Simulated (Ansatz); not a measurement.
**How well the gap of MoSSe/WS2 (van der Waals superlattice) (P3m1) can be computed**

Aim: a best estimate of the quasiparticle gap of MoSSe/WS2 (van der Waals superlattice) (P3m1), with each correction and its cost laid out.

Main program and level: Ansatz 0.2.0; density functionals, hybrids, G0W0, plane waves, PAW.

The structure was built from a prototype and need not be the compound's stable phase.

## (1) The starting structure

The structure is trigonal, space group P3m1 (No. 156). Conventional cell: a = 3.219 Å, b = 3.219 Å, c = 12.530 Å, α = 90.00°, β = 90.00°, γ = 120.00°. Nearest to Mo lie 3 Se at 2.47 Å and 3 S at 2.47 Å. S has 3 Mo at 2.47 Å nearest. Nearest to Se lie 3 Mo at 2.47 Å. W has 6 S at 2.43 Å nearest. Nearest to S lie 3 W at 2.43 Å. Nearest to S lie 3 W at 2.43 Å. It derives from Mo1S1Se1. Farther neighbours and most contacts between anions are not listed.

Structure file:

```cif
data_structure
_symmetry_space_group_name_H-M 'P 1'
_symmetry_Int_Tables_number 1
_cell_length_a 3.2188
_cell_length_b 3.2188
_cell_length_c 12.5300
_cell_angle_alpha 90.000
_cell_angle_beta 90.000
_cell_angle_gamma 120.000
_cell_volume 112.42
loop_
_atom_site_label
_atom_site_type_symbol
_atom_site_fract_x
_atom_site_fract_y
_atom_site_fract_z
_atom_site_occupancy
Mo1 Mo 0.33333 0.66667 0.25499 1
S2 S 0.66667 0.33333 0.38428 1
Se3 Se 0.66667 0.33333 0.12570 1
W4 W 0.00000 0.00000 0.74900 1
S5 S 0.33333 0.66667 0.87430 1
S6 S 0.33333 0.66667 0.62370 1
```

The start is a generated structure, not a measured one. Spin-orbit coupling is left out unless a step names it.

## (2) Relaxing the structure

Gaps follow bond lengths, so the structure is brought to rest first.

This step: DFT, PBEsol-D3(BJ), plane waves, PAW; PAW set soft_1.

Contents of input.yaml:

```yaml
crystal:
  lattice:
    - [3.21875, 0.0, 0.0]
    - [-1.609375, 2.7875192684, 0.0]
    - [0.0, 0.0, 12.5299999991]
  atoms:
    - { symbol: Mo, position: [0.3333333333, 0.6666666667, 0.2549880287] }
    - { symbol: S, position: [0.6666666667, 0.3333333333, 0.3842777334] }
    - { symbol: Se, position: [0.6666666667, 0.3333333333, 0.125698324] }
    - { symbol: W, position: [0.0, 0.0, 0.7490023942] }
    - { symbol: S, position: [0.3333333333, 0.6666666667, 0.874301676] }
    - { symbol: S, position: [0.3333333333, 0.6666666667, 0.6237031124] }
kpoints:
  mp_grid: { grid: [9, 9, 2] }
hamiltonian:
  xc: pbesol
  dispersion: d3bj
  pseudopotentials: { kind: paw, azcp: { folder: soft_1 }, xc_functional: pbe }
scf:
  occupations: { method: fermi_dirac, width: 0.02 }
relax:
  f_tol: 0.01
  max_steps: 100
  cell: {}
```

On the command line:

```sh
$ ansatz run input.yaml --threads 2 --pin off --max-ram 92160MiB --backend cuda --events-out ev --progress --plain --runs-dir out --devices 1 --max-vram 13GiB
```

Numbers of over 12 decimals in the logs are rounded to 6 here.

The log of the run:

```text
GPUs: using 1 of 1 available (devices: 1).
Engine: ansatz 0.2.0, x86_64-unknown-linux-gnu
Pseudopotentials: kind: paw
Pseudopotential: Mo, paw, valence charge 14, recommended cutoff 420 eV (normal), soft_1/Mo.paw.azcp
Pseudopotential: S, paw, valence charge 6, recommended cutoff 420 eV (normal), soft_1/S.paw.azcp
Pseudopotential: Se, paw, valence charge 16, recommended cutoff 420 eV (normal), soft_1/Se.paw.azcp
Pseudopotential: W, paw, valence charge 14, recommended cutoff 420 eV (normal), soft_1/W.paw.azcp
Functional definition: PBEsol
  exchange = pbesol_x
  correlation = pbesol_c
device memory: the entry about to start is reckoned to put 1.5 GiB on a device that reports 48.5 GiB free (of which the cap on the GPU budget leaves the run 13.0 GiB)
GPU FFT provider: cuFFT
GPU libraries: cuBLAS 13.8.2, cuFFT 12.4.0, cuSOLVER 12.3.4
Crystal: 6 atoms, lattice volume = 112.423 Å³
Basis set: ecut = 420 eV, 2237 PW (Γ), exchange–correlation on 48×48×180 points (8 copies of the dense FFT grid, shifted against one another)
Bands: 38, of which v1, the nominal top of the filled ones, is band 31 counted from 1 (30 counted from 0)
Symmetry: 6 space group operations
Space group: P3m1 (ITA 156), of the structure as read, at distance tolerance 4.8e-5 Å
k-points: 24 of 162 (time reversal used)
Non-local potential: Mo, projectors of the file, l = 0: 3, l = 1: 2, l = 2: 2, l = 3: 1
Non-local potential: S, projectors of the file, l = 0: 2, l = 1: 2, l = 2: 1
Non-local potential: Se, projectors of the file, l = 0: 2, l = 1: 2, l = 2: 3, l = 3: 1
Non-local potential: W, projectors of the file, l = 0: 3, l = 1: 2, l = 2: 2, l = 3: 1
PAW form: soft (Blöchl's): semilocal exchange-correlation on the pseudo side does not see the compensation charge
PAW frozen core: Mo, regenerated for the run's functional, and the local potential with it (the file was generated under x = pbe(κ = 0.804, μ = 0.219515), c = pbe(β = 0.066725))
PAW frozen core: S, regenerated for the run's functional, and the local potential with it (the file was generated under x = pbe(κ = 0.804, μ = 0.219515), c = pbe(β = 0.066725))
PAW frozen core: Se, regenerated for the run's functional, and the local potential with it (the file was generated under x = pbe(κ = 0.804, μ = 0.219515), c = pbe(β = 0.066725))
PAW frozen core: W, regenerated for the run's functional, and the local potential with it (the file was generated under x = pbe(κ = 0.804, μ = 0.219515), c = pbe(β = 0.066725))
PAW one-centre angular grid: Mo, 590 points (default); XC on 64 Gauss nodes
PAW one-centre angular grid: S, 110 points (default); XC on 64 Gauss nodes
PAW one-centre angular grid: Se, 590 points (default); XC on 64 Gauss nodes
PAW one-centre angular grid: W, 590 points (default); XC on 64 Gauss nodes
[...]
SCF converged after 6 iterations
Free energy (F): -23241.657968 eV
Harris-Foulkes:  -23241.657968 eV  (|F-HF|=1.09e-11)
Internal energy: -23241.657968 eV  (E = F + TS)
E sigma→0 (E₀):  -23241.657968 eV
Fermi energy:    13.589191 eV
--- Per-component energies (eV) ---
  E_band       = -603.050771
  E_kinetic    = 1279.899609
  E_local      = -6397.334451  (includes V_loc(G=0)·N_el)
  E_nonlocal   = -120.761497
  E_hartree    = 2986.083907
  E_xc         = -793.746571
  E_vxc        = -793.812779  (∫ρ·V_xc dr)
  E_paw        = -15468.632205  (= ΣΔE_a)
  E_vpaw       = -543.209272  (= ΣTr[D̂ρ^β])
  E_aug_tail   = -0.000165  (compensation charges beyond the density's cutoff)
  E_ewald      = -4726.225422
  E_disp       = -2.566630  (pairwise vdW)
  E_core_change = 1.625458  (= ΣΔE_core)
  E_smearing   = -0.000000  (= −TS)
  E_closure    = 0.000000  (closes the sum)
  Σ components = -23241.657968   (vs F -23241.657968, Δ=0.00e0)
--- Forces (eV/Å), atoms counted from 1 ---
  atom   1  Mo    -0.00000000     0.00000000    -0.00200460
  atom   2  S      0.00000000     0.00000000     0.00248054
  atom   3  Se     0.00000000     0.00000000    -0.00161580
  atom   4  W      0.00000000    -0.00000000     0.00200806
  atom   5  S      0.00000000     0.00000000     0.00095016
  atom   6  S      0.00000000     0.00000000    -0.00181976
  max |Σ_I F_I| component: 1.40e-6 eV/Å
--- Stress (GPa, compression-positive) ---
       -0.006873       0.000000       0.000000
        0.000000      -0.006873       0.000000
        0.000000       0.000000      -0.002088
  P = ⅓ Tr σ = -0.0053 GPa (-0.053 kbar)
--- Band table (eV; the first three rows and the last of 24) ---
  k-point 0: bands = [... 27 lower, 11.3470, 11.5648, 12.2773, 13.3110, 15.2517, 15.2517, 15.4171, 15.4171, ... 3 higher]
  k-point 1: bands = [... 27 lower, 11.3458, 11.3458, 12.7880, 13.2225, 15.2476, 15.2476, 15.4102, 15.4102, ... 3 higher]
  k-point 2: bands = [... 27 lower, 11.1082, 11.6226, 12.2838, 12.8198, 15.0547, 15.1929, 15.2325, 15.2965, ... 3 higher]
  k-point 23: bands = [... 27 lower, 9.9695, 10.0452, 12.4017, 12.4462, 14.2931, 14.3121, 14.9096, 15.1414, ... 3 higher]
--- Relaxed structure (6 steps of the walk, 6 accepted, 1 SCFs on fresh bases) ---
  F+E_penalty+E_count = -23241.65796773 eV   max|allowed force component| = 2.481e-3 eV/Å   (the final SCF, on the basis selected at the relaxed cell)
  cell:  # Å, volume = 101.1338 Å³
    - [3.146519, 0.0, 0]
    - [-1.573260, 2.724966, -8.364625141181698e-18]
    - [0, -3.759929274714989e-17, 11.795188]
  atoms:
    - { symbol: Mo, position: [0.333333, 0.666667, 0.260223] }
    - { symbol: S, position: [0.666667, 0.333333, 0.390266] }
    - { symbol: Se, position: [0.666667, 0.333333, 0.115068] }
    - { symbol: W, position: [-1.8516405163498094e-17, -1.9557077531820982e-17, 0.748850] }
    - { symbol: S, position: [0.333333, 0.666667, 0.880967] }
    - { symbol: S, position: [0.333333, 0.666667, 0.616597] }
```

It took 13 s on 1 × NVIDIA H100 80GB HBM3 (shared by 6 runs) with 2 threads of AMD EPYC 7R13 (Zen 3), shared host; peak memory 1 GiB; 12 s of CPU time.

Relaxation path:

```tsv
step	energy less that of the first step (eV)	largest force component (eV/Å)	pressure (GPa)	volume (Å³)
1	0.0000	2.4666	-7.26	112.42
2	-0.1795	0.6692	4.71	97.57
3	-0.3259	0.1344	-1.02	102.51
4	-0.3307	0.0616	-0.13	101.00
5	-0.3309	0.0157	-0.01	101.13
6	-0.3310	0.0022	0.00	101.13
7*	-0.3286	0.0025	-0.01	101.13
```

Relaxation steps marked * repeat the geometry before them on a plane-wave basis chosen anew for their cell, so energy and pressure can jump there.

The run keeps the 6 symmetry operations that it works with, so distortions that break them were not tested.

```tsv
conventional cell, symmetrised	before	after	change
a (Å)	3.219	3.147	-2.2 %
b (Å)	3.219	3.147	-2.2 %
c (Å)	12.530	11.795	-5.9 %
volume (Å³/atom)	18.74	16.86	-10.0 %
```

The atoms that moved most (Å, as changes of fractional coordinates times the final cell):

```tsv
atom	dx	dy	dz	length
Se3	0.000	0.000	-0.125	0.125
S6	0.000	0.000	-0.084	0.084
S5	0.000	0.000	0.079	0.079
S2	0.000	0.000	0.071	0.071
Mo1	0.000	0.000	0.062	0.062
```

Final coordinates:

```xyz
6
Lattice="3.1465 0.0000 0.0000 -1.5733 2.7250 0.0000 0.0000 0.0000 11.7952" Properties=species:S:1:pos:R:3 pbc="T T T"
Mo    0.0000    1.8166    3.0694
S     1.5733    0.9083    4.6033
Se    1.5733    0.9083    1.3572
W     0.0000    0.0000    8.8328
S     0.0000    1.8166   10.3912
S     0.0000    1.8166    7.2729
```

## (3) PBEsol bands

Levels along a band path, at the cheap level, show where the edges lie and whether the meshes to come will hold them.

This step: DFT, PBEsol, plane waves, PAW; PAW set soft_1.

Contents of input.yaml:

```yaml
crystal:
  lattice:
    - [3.1465192881, 0.0, 0.0]
    - [-1.573259644, 2.724965637, 0.0]
    - [0.0, 0.0, 11.7951878716]
  atoms:
    - { symbol: Mo, position: [0.3333333333, 0.6666666667, 0.260223358] }
    - { symbol: S, position: [0.6666666667, 0.3333333333, 0.3902662223] }
    - { symbol: Se, position: [0.6666666667, 0.3333333333, 0.1150677766] }
    - { symbol: W, position: [0.0, 0.0, 0.7488498471] }
    - { symbol: S, position: [0.3333333333, 0.6666666667, 0.880967243] }
    - { symbol: S, position: [0.3333333333, 0.6666666667, 0.6165968216] }
kpoints:
  mp_grid: { grid: [12, 12, 2] }
  band_path:
    path:
      - [[0.0, 0.0, 0.0], [0.5, 0.0, 0.0], [0.33333333, 0.33333333, 0.0], [0.0, 0.0, 0.0], [0.0, 0.0, 0.5], [0.5, 0.0, 0.5], [0.33333333, 0.33333333, 0.5], [0.0, 0.0, 0.5]]
      - [[0.5, 0.0, 0.5], [0.5, 0.0, 0.0]]
      - [[0.33333333, 0.33333333, 0.5], [0.33333333, 0.33333333, 0.0]]
    npoints: 10
hamiltonian:
  xc: pbesol
  pseudopotentials: { kind: paw, azcp: { folder: soft_1 }, xc_functional: pbe }
scf:
  occupations: { method: fermi_dirac, width: 0.02 }
  n_extra_bands: 6
output:
  eigenvalues: true
  forces: true
  stress: true
  write_density: true
  write_potential: true
  elf: true
  volumetric_format: npy
```

The log of the run:

```text
[...]
GPUs: using 1 of 1 available (devices: 1).
[...]
GPU FFT provider: cuFFT
GPU libraries: cuBLAS 13.8.2, cuFFT 12.4.0, cuSOLVER 12.3.4
Crystal: 6 atoms, lattice volume = 101.134 Å³
Basis set: ecut = 420 eV, 1971 PW (Γ), exchange–correlation on 48×48×160 points (8 copies of the dense FFT grid, shifted against one another)
Bands: 37, of which v1, the nominal top of the filled ones, is band 31 counted from 1 (30 counted from 0)
Symmetry: 6 space group operations
[...]
k-points: 38 of 288 (time reversal used)
[...]
GPU buffer pool allocated for 46080 grid points (all kernels)
[...]
SCF iter   1: F=—  HF=-23240.874388 eV  |F-HF|=—  |Δ(HF+E_count)|=         —  Δρ=4.83e-2  dr2=9.91e0  ethr=3.10e-3  ⟨swp⟩=9.3  Hψ=7145  notcnv=0
[...]
SCF iter  10: F=-23239.091550 eV  HF=-23239.091550 eV  |F-HF|=1.68e-9  |Δ(HF+E_count)|=   4.51e-8  Δρ=2.16e-6  dr2=8.25e-9  ethr=1.61e-10  ⟨swp⟩=14.7  Hψ=11357  notcnv=0
SCF 1 converged in 10 iterations: F = -23239.091550 eV  dr2 = 8.25e-9
[...]
NSCF: frozen V_eff on 93 k-points
SCF converged after 10 iterations
Free energy (F): -23239.091550 eV
[...]
Internal energy: -23239.091550 eV  (E = F + TS)
E sigma→0 (E₀):  -23239.091550 eV
Entropy (-TS):   -0.000000 eV (-0.000 meV/atom)
Fermi energy:    13.554983 eV
[...]
--- Forces (eV/Å), atoms counted from 1 ---
  atom   1  Mo    -0.00000000    -0.00000000    -0.00543498
  atom   2  S      0.00000000    -0.00000000    -0.00862784
  atom   3  Se     0.00000000    -0.00000000     0.01142850
  atom   4  W     -0.00000000     0.00000000     0.00405065
  atom   5  S      0.00000000     0.00000000    -0.01716245
  atom   6  S      0.00000000     0.00000000     0.01573837
  max |Σ_I F_I| component: 7.74e-6 eV/Å
--- Stress (GPa, compression-positive) ---
        4.138406      -0.000000       0.000000
       -0.000000       4.138406      -0.000000
        0.000000      -0.000000       4.270677
  P = ⅓ Tr σ = 4.1825 GPa (41.825 kbar)
--- Band table (eV; the first three rows and the last of 38) ---
  k-point 0: bands = [... 27 lower, 11.3471, 11.5649, 12.2773, 13.3110, 15.2517, 15.2517, 15.4171, 15.4171, ... 2 higher]
  k-point 1: bands = [... 27 lower, 11.3458, 11.3458, 12.7880, 13.2226, 15.2476, 15.2476, 15.4102, 15.4102, ... 2 higher]
  k-point 2: bands = [... 27 lower, 11.1995, 11.6082, 12.3251, 13.0246, 15.2251, 15.2732, 15.2860, 15.3732, ... 2 higher]
  k-point 37: bands = [... 27 lower, 9.9694, 10.0452, 12.4017, 12.4461, 14.2932, 14.3122, 14.9097, 15.1414, ... 2 higher]
```

Elapsed: 7.5 s, on 1 × NVIDIA H100 80GB HBM3 (shared by 6 runs) with 2 threads; peak memory 1 GiB; 9.1 s of CPU time.

Numbers from this step:

| Quantity | Value |
| --- | --- |
| pressure | 4.182 GPa |
| filled bands | 31 |
| gap | 0.5084 eV |
| valence top at | Γ |
| conduction bottom at | k = (0.200, 0.200, 0.000) |
| least direct gap | 1.847 eV |

The gap is indirect, with the least direct gap 1.34 eV higher. The pressure of 4 GPa says that this functional would expand the cell; it is kept.

Electronic bands along the path, in eV, zero at the top of the highest nominally filled band:

```tsv
point	band 28	band 29	band 30	band 31	band 32	band 33	band 34	band 35
Γ	-1.96	-1.75	-1.03	0.00	1.94	1.94	2.11	2.11
halfway	-2.18	-1.98	-1.84	-1.63	0.84	1.43	1.87	2.01
M	-2.25	-1.97	-1.64	-1.42	1.53	1.80	2.07	2.58
halfway	-3.11	-2.78	-1.40	-1.13	1.35	1.69	2.07	2.26
K	-3.35	-2.91	-0.94	-0.92	0.98	0.99	1.76	2.35
halfway	-2.31	-1.92	-1.84	-1.55	0.52	1.38	1.69	1.79
Γ	-1.96	-1.75	-1.03	0.00	1.94	1.94	2.11	2.11
halfway	-1.96	-1.96	-0.73	-0.04	1.94	1.94	2.10	2.10
A	-1.97	-1.97	-0.52	-0.09	1.94	1.94	2.10	2.10
halfway	-2.43	-2.18	-1.77	-1.64	1.19	1.56	1.58	1.65
L	-2.19	-1.89	-1.60	-1.48	1.53	1.74	2.06	2.51
halfway	-3.09	-2.96	-1.30	-1.14	1.38	1.71	2.02	2.30
H	-3.34	-3.27	-0.91	-0.86	0.98	1.00	1.60	1.83
halfway	-2.30	-2.12	-1.83	-1.55	0.85	1.23	1.61	1.74
A	-1.97	-1.97	-0.52	-0.09	1.94	1.94	2.10	2.10
jump to L	-2.19	-1.89	-1.60	-1.48	1.53	1.74	2.06	2.51
halfway	-2.22	-1.92	-1.62	-1.45	1.53	1.77	2.07	2.55
M	-2.25	-1.97	-1.64	-1.42	1.53	1.80	2.07	2.58
jump to H	-3.34	-3.27	-0.91	-0.86	0.98	1.00	1.60	1.83
halfway	-3.31	-3.07	-0.92	-0.90	0.98	1.00	1.68	2.01
K	-3.35	-2.91	-0.94	-0.92	0.98	0.99	1.76	2.35
```

ELF in the ca plane at fractional y = 0.667, with atoms of Mo and S within 0.2 Å of it. It is the smooth field of the valence electrons, not physical close to the nuclei.

Values, 5 rows by 16 columns, each cell a mean:
```
0.39 0.72 0.67 0.40 0.28 0.60 0.76 0.55 0.08 0.20 0.26 0.24 0.29 0.23 0.24 0.08
0.26 0.61 0.60 0.31 0.30 0.46 0.66 0.38 0.22 0.58 0.58 0.28 0.25 0.52 0.62 0.32
0.12 0.23 0.30 0.52 0.63 0.36 0.28 0.10 0.62 0.67 0.57 0.47 0.34 0.64 0.56 0.79
0.13 0.14 0.23 0.58 0.61 0.40 0.18 0.07 0.71 0.55 0.39 0.48 0.36 0.52 0.37 0.86
0.17 0.49 0.50 0.33 0.43 0.36 0.54 0.24 0.36 0.76 0.73 0.35 0.27 0.68 0.76 0.53
```
Columns run along c (11.8 Å), rows up along a (3.1 Å). Atoms in or near the plane, at fractional coordinates: Mo at (0.26, 0.33), S at (0.88, 0.33), S at (0.62, 0.33).

Valence density in the ca plane at fractional y = 0.667, with atoms of Mo and S within 0.2 Å of it. It is the smooth field of the valence electrons, not physical close to the nuclei.

Ten steps, logarithmic in the rise over the least value, from '0' (0.1 e/Å³) to '9' (6.7 e/Å³), each cell a mean:
```
023444333334443200012334554332100
023444332334443200012234554322100
013344344444433100234444444444321
001233478864321002455554334555542
100123689985310013554554334554553
100123699985310013554554334554553
001233578864321002455654334565542
012343345544432101244444444444421
```
Columns run along c (11.8 Å), rows up along a (3.1 Å). Atoms in or near the plane, at fractional coordinates: Mo at (0.26, 0.33), S at (0.88, 0.33), S at (0.62, 0.33).

## (4) PBEsol+SOC

The many-body steps leave out spin-orbit coupling, so its effect is taken from a two-component run, with twice the bands.

This step: DFT, PBEsol with spin-orbit coupling, plane waves, PAW; PAW set soft_1.

Contents of input.yaml:

```yaml
crystal:
  lattice:
    - [3.1465192881, 0.0, 0.0]
    - [-1.573259644, 2.724965637, 0.0]
    - [0.0, 0.0, 11.7951878716]
  atoms:
    - { symbol: Mo, position: [0.3333333333, 0.6666666667, 0.260223358] }
    - { symbol: S, position: [0.6666666667, 0.3333333333, 0.3902662223] }
    - { symbol: Se, position: [0.6666666667, 0.3333333333, 0.1150677766] }
    - { symbol: W, position: [0.0, 0.0, 0.7488498471] }
    - { symbol: S, position: [0.3333333333, 0.6666666667, 0.880967243] }
    - { symbol: S, position: [0.3333333333, 0.6666666667, 0.6165968216] }
kpoints:
  mp_grid: { grid: [12, 12, 2] }
  band_path:
    path:
      - [0.0, 0.0, 0.0]
      - [0.5, 0.0, 0.0]
      - [0.33333333, 0.33333333, 0.0]
      - [0.0, 0.0, 0.5]
      - [0.5, 0.0, 0.5]
      - [0.33333333, 0.33333333, 0.5]
      - [0.199999998, 0.199999998, 0.0]
    npoints: 1
hamiltonian:
  xc: pbesol
  pseudopotentials: { kind: paw_fr, azcp: { folder: soft_1 }, xc_functional: pbe }
scf:
  occupations: { method: fermi_dirac, width: 0.02 }
  n_extra_bands: 12
magnetization:
  noncollinear: true
  spin_orbit: true
output:
  eigenvalues: true
  forces: true
  stress: true
```

The log of the run:

```text
[...]
GPUs: using 1 of 1 available (devices: 1).
[...]
non-collinear run that drives no moment, with spin-orbit: no starting moment large enough to seed its density (crystal.atoms[].spin), no starting occupations that ask for one, no magnetisation constraint and no magnetic field, so the semilocal B_xc is pinned to zero
[...]
k-point 1: bands = [... 58 lower, 12.7971, 12.7971, 13.2307, 13.2307, 15.1880, 15.1880, 15.2517, 15.2517, ... 8 higher]
  k-point 2: bands = [... 58 lower, 12.3121, 12.3343, 13.0355, 13.0359, 15.1343, 15.1564, 15.2254, 15.2516, ... 8 higher]
  k-point 37: bands = [... 58 lower, 12.2465, 12.3211, 12.4846, 12.6656, 14.2476, 14.2816, 14.3038, 14.3206, ... 8 higher]
[key lines of the parts left out:]
SCF converged after 15 iterations
Magnetization: |M| = 0.0000 μB,  M = (+0.0000, +0.0000, +0.0000) μB
Free energy (F): -23264.535523 eV
Fermi energy:    13.556520 eV
P = ⅓ Tr σ = 4.1705 GPa (41.705 kbar)
```

Run time: 16 s. Hardware: 1 × NVIDIA H100 80GB HBM3 (shared by 6 runs) with 2 threads; peak memory 1.1 GiB.

Numbers from this step:

* pressure: 4.170 GPa
* gap: 0.4481 eV
* valence top at: Γ
* conduction bottom at: k = (0.200, 0.200, 0.000)
* least direct gap: 1.582 eV

The gap stands −0.06 eV against PBEsol.

(Part 1 of 2 ends here.)

[Paths, hosts, dates, memory and timing lines, banners, echoed tables and standing remarks are left out of the program output.]

[Logs are printed without paths, hosts, clocks, repeated set-up lines and the standing remarks that a program may print on its own settings, such as how far it seeks lower states.]

[Runs of the session that timed out or met a known fault of the program may be left out.]

[Cells called generated may have been cut or substituted from an entry of the Crystallography Open Database or the Materials Project.]

[Hosts, paths, dates, database ids (printed as entryN), source tags and the programs' standing remarks are cut or masked in the printed files.]
